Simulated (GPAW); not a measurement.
# Surface energy and work function of Cd(0001) from slabs of 3 to 12 layers (LDA)

How do energy and work function of Cd(0001) films settle with thickness, and what surface energy follows?

Set-up. GPAW 26.7.0, plane waves at 450 eV with PAW setups; symmetric 1×1 slabs cut at the tabulated lattice constant (two decimals; low-temperature values for the alkali metals), atoms at bulk places, 7.5 Å of vacuum on each side, one in-plane mesh for all thicknesses, Fermi-Dirac smearing of 0.1 eV. Energies are extrapolated to zero smearing and count from the program's reference atoms. Functional LDA. The cell's area is 7.691 Å².

What came out, but for one run:

| layers | energy (eV) | work function (eV) |
| --- | --- | --- |
| 3 | −4.6025 | 4.28 |
| 4 | −6.2723 | 4.15 |
| 5 | −7.9102 | 4.14 |
| 6 | −9.5961 | 4.20 |
| 7 | −11.2689 | 4.21 |
| 8 | −12.9345 | 4.19 |
| 9 | −14.5882 | 4.17 |
| 10 | −16.2560 | 4.19 |
| 11 | −17.9259 | 4.19 |
| 12 | ? | ? |

To predict: What surface energy do these runs give, and what energy and work function should the 12-layer slab have?

A: A slab of n layers has E(n) = nε + 2Aγ once its middle is bulk-like. A line through n = 6 to 11 has the slope ε = −1.6647 eV a layer and the intercept 2Aγ = 0.3882 eV (r.m.s. residual 4.2 meV). So γ = 0.3882 / (2 × 7.691 Å²) = 0.0252 eV/Å² = 0.40 J/m², with a standard error of about 0.01 J/m² from the scatter about the line. For 12 layers: 0.3882 + 12 × (−1.6647) = −19.588 eV; the run gives −19.591 eV, 3.5 meV under the line. The work function has no such law: from 6 to 11 layers it moves between 4.17 and 4.21 eV (mean 4.19), and the 12-layer slab gives 4.17 eV. The thinnest slab, 3 layers, lies +0.09 eV from that mean. The values go up and down with thickness, as expected where levels confined across the film cross the Fermi level one by one.

**Limits.** The surfaces are unrelaxed, so γ is an upper bound for this functional and lattice constant. The tabulated lattice constant isn't the functional's own, which strains the slab a little.
